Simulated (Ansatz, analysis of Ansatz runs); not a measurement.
# Can an added hole hop between V atoms in VClO (Pmmn)?

Aim: the energy barrier that a trapped hole meets when it moves from one V atom to another one nearby in VClO (Pmmn). The model is a cell of 48 host atoms.

Calculated with Ansatz 0.2.0; plane-wave PAW DFT, PBEsol+U; relaxation of all atoms of a supercell at fixed charge in a uniform background; PAW set soft_1.

Report form: the programs' logs are mostly left out.

In doubt: warnings of the run leave room for a lower electronic state (Ansatz), so energies may not be the lowest and differences between runs may mislead.

## (1) The starting structure

The cell holds 48 atoms: 16 V, 16 Cl and 16 O. Its edges and angles: a = 10.077 Å, b = 10.077 Å, c = 8.349 Å, α = 90.0°, β = 90.0°, γ = 82.7°. It derives from VClO (space group Pmmn). Nearest the centre at fractional (0.250, 0.750, 0.110): O22 at 1.26 Å, V14 at 1.66 Å, V13 at 1.66 Å, Cl20 at 1.70 Å, O24 at 2.58 Å, O47 at 2.58 Å, O23 at 2.58 Å, O12 at 2.58 Å.

Hubbard terms: V d 4.5 eV. They were chosen, not fitted, to curb self-interaction in the shells named, the trial site's among them. The two sites are V14 and V13. The cell's shortest repeat is 8.3 Å. The host's moments were started antiferromagnetic in the unit cell, high spin; both sites carry the same spin direction.

## (2) The cell without the carrier

The neutral cell is relaxed first, from small random displacements, so that bond lengths and moments with the carrier can be set beside those of a relaxed cell without it.

File neutral.relax/input.yaml:

```yaml
crystal:
  lattice:
    - [6.65692189, 7.56532319, 0.0]
    - [-6.65692189, 7.56532319, 0.0]
    - [0.0, 0.0, 8.34863695]
  atoms:
    - { symbol: V, position: [0.125, 0.375, 0.109837], spin: 2.0 }
    - { symbol: V, position: [0.375, 0.125, 0.109837], spin: 2.0 }
    - { symbol: V, position: [0.125, 0.125, 0.890163], spin: -2.0 }
    - { symbol: V, position: [0.375, 0.375, 0.890163], spin: -2.0 }
    - { symbol: Cl, position: [0.0, 0.25, 0.686394] }
    - { symbol: Cl, position: [0.25, 0.0, 0.686394] }
    - { symbol: Cl, position: [0.0, 0.0, 0.313606] }
    - { symbol: Cl, position: [0.25, 0.25, 0.313606] }
[... 36 atom lines left out ...]
    - { symbol: O, position: [0.5, 0.5, 0.959243] }
    - { symbol: O, position: [0.75, 0.75, 0.959243] }
    - { symbol: O, position: [0.5, 0.75, 0.040757] }
    - { symbol: O, position: [0.75, 0.5, 0.040757] }
basis:
  ecutwfc: 420
  xc_grid: 2
hamiltonian:
  xc: pbesol
  hubbard:
    sites: [{ species: V, l: d, u_eff: 4.5 }]
    projectors: ortho-atomic
  pseudopotentials: { kind: paw, azcp: { folder: soft_1 }, xc_functional: pbe }
kpoints:
  mp_grid: { grid: [1, 1, 1] }
magnetization:
  spin_polarized: true
  initial_magnetization: 0
  spin_locking: { lock_magnetization: hard }
scf:
  occupations: { method: fermi_dirac, width: 0.01 }
  max_iter: 120
  lower_state_search: "off"
output:
  forces: true
relax:
  f_tol: 0.02
  max_steps: 70
  random_displacement: { amplitude: 0.04, seed: 9482 }
checkpoint:
  write: "../neutral.relax.run"
  compress: false
  write_wavefunctions: true
  write_every: 100000
```

On the command line:

```console
ansatz run input.yaml --threads 32 --pin off --max-ram 84787MiB --backend cuda --events-out ev --progress --plain --runs-dir out --max-vram 78GiB
```

It took 3.9 s on 1 × NVIDIA GB200 with 32 threads of Arm Neoverse V2, shared host; peak memory 1.1 GiB; 15 s of CPU time.

The largest displacement from an ideal site is 0.011 Å.

## (3) The hole on the first site

The nearest neighbour or neighbours of the site start displaced and the site's starting moment is changed by the carrier's spin, since a carrier doesn't trap itself in the undistorted lattice.

File A.relax/input.yaml:

```yaml
crystal:
  lattice:
    - [6.65692189, 7.56532319, 0.0]
    - [-6.65692189, 7.56532319, 0.0]
    - [0.0, 0.0, 8.34863695]
  atoms:
    - { symbol: V, position: [0.124785, 0.374688, 0.110552], spin: 2.0 }
    - { symbol: V, position: [0.374872, 0.124799, 0.110581], spin: 2.0 }
    - { symbol: V, position: [0.124797, 0.124735, 0.890306], spin: -2.0 }
    - { symbol: V, position: [0.374921, 0.374681, 0.890291], spin: -2.0 }
    - { symbol: Cl, position: [-0.000108, 0.249723, 0.685901] }
    - { symbol: Cl, position: [0.249391, -0.000465, 0.685879] }
    - { symbol: Cl, position: [-0.000196, -0.000249, 0.314989] }
    - { symbol: Cl, position: [0.249892, 0.249777, 0.314808] }
[... 36 atom lines left out ...]
    - { symbol: O, position: [0.493841, 0.505819, 0.967167] }
    - { symbol: O, position: [0.749833, 0.749686, 0.959962] }
    - { symbol: O, position: [0.493355, 0.743452, 0.044621] }
    - { symbol: O, position: [0.749901, 0.499734, 0.040783] }
total_charge: 1
basis:
  ecutwfc: 420
  xc_grid: 2
hamiltonian:
  xc: pbesol
  hubbard:
    sites: [{ species: V, l: d, u_eff: 4.5 }]
    projectors: ortho-atomic
  pseudopotentials: { kind: paw, azcp: { folder: soft_1 }, xc_functional: pbe }
kpoints:
  mp_grid: { grid: [1, 1, 1] }
magnetization:
  spin_polarized: true
  initial_magnetization: -1
  spin_locking: { lock_magnetization: hard }
scf:
  occupations: { method: fermi_dirac, width: 0.01 }
  max_iter: 120
  lower_state_search: "off"
output:
  forces: true
relax:
  f_tol: 0.015
  max_steps: 70
  escape_saddle: false
checkpoint:
  write: "../A.relax.run"
  compress: false
  write_wavefunctions: true
  write_every: 100000
```

Wall time 6 s (1 × NVIDIA GB200 with 32 threads); peak memory 1.2 GiB.

The steps of the relaxation:

```
step  energy less that of the first step (eV)  largest force component (eV/Å)
   1                                   0.0000                          0.5792
   2                                  -0.1629                          0.3342
   3                                  -0.1952                          0.1316
   4                                  -0.2036                          0.0298
   5                                  -0.2042                          0.0208
   6                                  -0.2039                          0.0672
   7                                  -0.2043                          0.0052
```

Relaxation step 6 was tried and not accepted.

The atoms that moved most (Å):

```
atom      dx      dy      dz  length
Cl20   0.075   0.000  -0.072   0.104
 O45   0.064  -0.001  -0.080   0.102
Cl43  -0.073   0.000  -0.071   0.102
 O22  -0.063   0.000  -0.080   0.102
 V14   0.001   0.001  -0.076   0.076
 O24   0.000  -0.012   0.048   0.049
 O47   0.001   0.012   0.047   0.049
 O10  -0.017   0.017   0.022   0.033
```

The moves above count from the input, in which the site's nearest neighbours were already displaced; the distances below compare with the cell without the carrier.

Distances from V14 without and with the hole:

```
atom  without (Å)  with (Å)
 O24         1.98      1.86
 O47         1.98      1.86
 O45         2.09      2.04
 O22         2.09      2.04
Cl20         2.38      2.33
Cl43         2.38      2.33
```

The largest changes of the moments are -0.71 μB on V14, -0.03 μB on O24 and -0.03 μB on O47. The largest part sits on the chosen site.

## (4) The hole on the second site

The same start is made on the second site, to get the end of the hop.

File B.relax/input.yaml:

```yaml
crystal:
  lattice:
    - [6.65692189, 7.56532319, 0.0]
    - [-6.65692189, 7.56532319, 0.0]
    - [0.0, 0.0, 8.34863695]
  atoms:
    - { symbol: V, position: [0.124785, 0.374688, 0.110552], spin: 2.0 }
    - { symbol: V, position: [0.374872, 0.124799, 0.110581], spin: 2.0 }
[... 9 atom lines left out ...]
    - { symbol: O, position: [0.243472, -0.006601, 0.044689] }
    - { symbol: V, position: [0.1247, 0.874848, 0.11068], spin: 1.0 }
    - { symbol: V, position: [0.374659, 0.624738, 0.11058], spin: 2.0 }
[... 5 atom lines left out ...]
    - { symbol: Cl, position: [0.249781, 0.749836, 0.314901] }
[... 1 atom line left out ...]
    - { symbol: O, position: [0.243678, 0.755828, 0.967198] }
    - { symbol: O, position: [0.006075, 0.756128, 0.044853] }
[... 24 atom lines left out ...]
    - { symbol: O, position: [0.749901, 0.499734, 0.040783] }
total_charge: 1
basis:
  ecutwfc: 420
  xc_grid: 2
hamiltonian:
  xc: pbesol
  hubbard:
    sites: [{ species: V, l: d, u_eff: 4.5 }]
    projectors: ortho-atomic
  pseudopotentials: { kind: paw, azcp: { folder: soft_1 }, xc_functional: pbe }
kpoints:
  mp_grid: { grid: [1, 1, 1] }
magnetization:
  spin_polarized: true
  initial_magnetization: -1
  spin_locking: { lock_magnetization: hard }
scf:
  occupations: { method: fermi_dirac, width: 0.01 }
  max_iter: 120
  lower_state_search: "off"
output:
  forces: true
relax:
  f_tol: 0.015
  max_steps: 70
  escape_saddle: false
checkpoint:
  write: "../B.relax.run"
  compress: false
  write_wavefunctions: true
  write_every: 100000
```

Run time: 6.1 s. Hardware: 1 × NVIDIA GB200 with 32 threads; peak memory 1.1 GiB.

Distances from V13 without and with the hole:

```
atom  without (Å)  with (Å)
 O23         1.98      1.86
 O12         1.98      1.86
  O9         2.09      2.04
 O22         2.09      2.04
 Cl7         2.38      2.33
Cl20         2.38      2.33
```

The largest changes of the moments are -0.71 μB on V13, -0.03 μB on O23 and -0.03 μB on O12. The largest part sits on the chosen site.

## (5) Points on the line between the two structures

All atoms move on the straight line between the two relaxed structures, 1.95 amu^1/2 Å long in mass-weighted terms. Each point starts from the state of the point before, once from either end, so that both localised states can be followed; the midpoint is also started with the carrier shared.

File A.x0500/input.yaml:

```yaml
crystal:
  lattice:
    - [6.65692189, 7.56532319, 0.0]
    - [-6.65692189, 7.56532319, 0.0]
    - [0.0, 0.0, 8.34863695]
  atoms:
    - { symbol: V, position: [0.124653, 0.374588, 0.113127], spin: 2.0 }
    - { symbol: V, position: [0.374931, 0.124872, 0.113129], spin: 2.0 }
[... 9 atom lines left out ...]
    - { symbol: O, position: [0.246804, -0.002923, 0.045366] }
    - { symbol: V, position: [0.12417, 0.875354, 0.105774], spin: 2.0 }
    - { symbol: V, position: [0.375411, 0.624102, 0.105772], spin: 1.0 }
[... 5 atom lines left out ...]
    - { symbol: Cl, position: [0.249802, 0.749738, 0.30623] }
[... 1 atom line left out ...]
    - { symbol: O, position: [0.249789, 0.749731, 0.957631] }
[... 24 atom lines left out ...]
    - { symbol: O, position: [0.497133, 0.746744, 0.045356] }
    - { symbol: O, position: [0.750302, 0.499908, 0.04199] }
total_charge: 1
basis:
  ecutwfc: 420
  xc_grid: 2
hamiltonian:
  xc: pbesol
  hubbard:
    sites: [{ species: V, l: d, u_eff: 4.5 }]
    projectors: ortho-atomic
  pseudopotentials: { kind: paw, azcp: { folder: soft_1 }, xc_functional: pbe }
kpoints:
  mp_grid: { grid: [1, 1, 1] }
magnetization:
  spin_polarized: true
  initial_magnetization: -1
  spin_locking: { lock_magnetization: hard }
scf:
  occupations: { method: fermi_dirac, width: 0.01 }
  max_iter: 120
  lower_state_search: "off"
output:
  forces: true
  eigenvalues: true
  eigenstates: { localisation: true }
  write_density: true
  write_potential: true
  volumetric_format: npy
checkpoint:
  read: "../A.x0375.run"
  write: "../A.x0500.run"
  compress: false
  write_wavefunctions: true
  write_every: 100000
```

Elapsed: 2.1 s, on 1 × NVIDIA GB200 with 32 threads; peak memory 1 GiB; 7.6 s of CPU time.

From eigenstates.tsv, first k-point; energies on the run's zero. The participation number counts the atoms that a state is spread over, of 48; bands count from 0.

```
spin  band  energy (eV)  occupation  participation  largest share on  share
down   202        4.577        1.00           24.7               V28   0.06
down   203        4.585        1.00           20.4                V3   0.11
down   204        4.617        1.00           24.0               V40   0.08
down   205        4.736        1.00           16.8               V27   0.10
down   206        4.881        1.00           15.1               Cl6   0.10
down   207        4.989        1.00           17.2                V3   0.12
down   208        7.014        0.00            1.5               V14   0.80
down   209        7.053        0.00            1.7               V14   0.76
down   210        7.245        0.00            8.6                V4   0.20
down   211        7.530        0.00            7.0               V15   0.20
down   212        7.551        0.00            6.6               V39   0.24
  up   201        4.563        1.00           12.3               V26   0.21
  up   202        4.595        1.00           13.5               V25   0.17
  up   203        4.699        1.00            6.2               V13   0.37
  up   204        4.747        1.00            7.9               V26   0.31
  up   205        4.882        1.00           14.1              Cl19   0.10
  up   206        5.131        1.00            6.0               V13   0.36
  up   207        5.876        0.00            1.8               V14   0.73
  up   208        6.223        0.00            1.8               V14   0.74
  up   209        7.112        0.00            4.8               V14   0.36
  up   210        7.370        0.00            6.9               V25   0.28
  up   211        7.444        0.00            2.9               V14   0.57
```

Under PBEsol+U (4.5 eV) at the zone centre alone, the highest filled state is spin up, spread over 6 of 48 atoms, and the lowest empty one, 0.74 eV above it, is spin up, spread over 2 of 48 atoms.

Free energies from the first end:

```
started from  fraction  energy (eV)  moment change on V14 (μB)  on V13 (μB)
  first site         0        0.000                      -0.71         0.00
  first site     0.125        0.015                      -0.69        -0.01
  first site      0.25        0.062                      -0.68        -0.03
  first site     0.375        0.139                      -0.66        -0.04
  first site       0.5        0.245                      -0.64        -0.06
  first site     0.625        0.380                      -0.59        -0.08
 second site     0.875        0.015                      -0.01        -0.69
 second site      0.75        0.062                      -0.03        -0.68
 second site     0.625        0.139                      -0.04        -0.66
 second site       0.5        0.245                      -0.06        -0.64
 second site     0.375        0.380                      -0.08        -0.59
      shared       0.5        0.304                      -0.23        -0.24
 second site         1        0.000                       0.00        -0.71
```

## (6) Outcome

* barrier forward: 0.24 eV
* barrier backward: 0.24 eV
* distance of the two sites without the carrier: 3.33 Å
* carrier at the midpoint: on one site

On this line the hole must cross 0.24 eV to hop 3.33 Å; both ends have the same energy within 0.005 eV. At the midpoint the lowest state found keeps the carrier on one site, so the two localised curves cross in a cusp. This suggests weak coupling and a hop slower than the barrier alone implies, though U itself penalises the shared state. With an assumed attempt frequency of 1e13 per second the rate at 300 K would be 8e+08 per second for this barrier, if every crossing succeeded. A straight line need not be the lowest path, so the true barrier at this U can be lower, or higher if the ends can still break their symmetry. A shorter hop, 3.12 Å to V15 (opposite spin), was not computed. No run compares the localised hole with one spread in the band, so its binding is unknown and the barrier may exceed it. The magnetic order was assumed and need not be the ground state. The total moment is locked, so a carrier of the other spin direction was not tried. The program's search for lower electronic states was switched off in all runs, so that each state is followed; none is shown to be the lowest at its structure. No image-charge correction is applied; it nearly cancels along the line while the charge stays localised. Limits: sampling at the zone centre alone can move energies of charged and open-shell states by tenths of an eV or more in cells of this size; the images are only 8.3 Å apart; gap and trapping depend on the U chosen (V d 4.5 eV).

[Logs are printed without paths, hosts, clocks, repeated set-up lines and the standing remarks that a program may print on its own settings, such as how far it seeks lower states.]

[Hosts, paths, dates, database ids (printed as entryN), source tags and the programs' standing remarks are cut or masked in the printed files.]
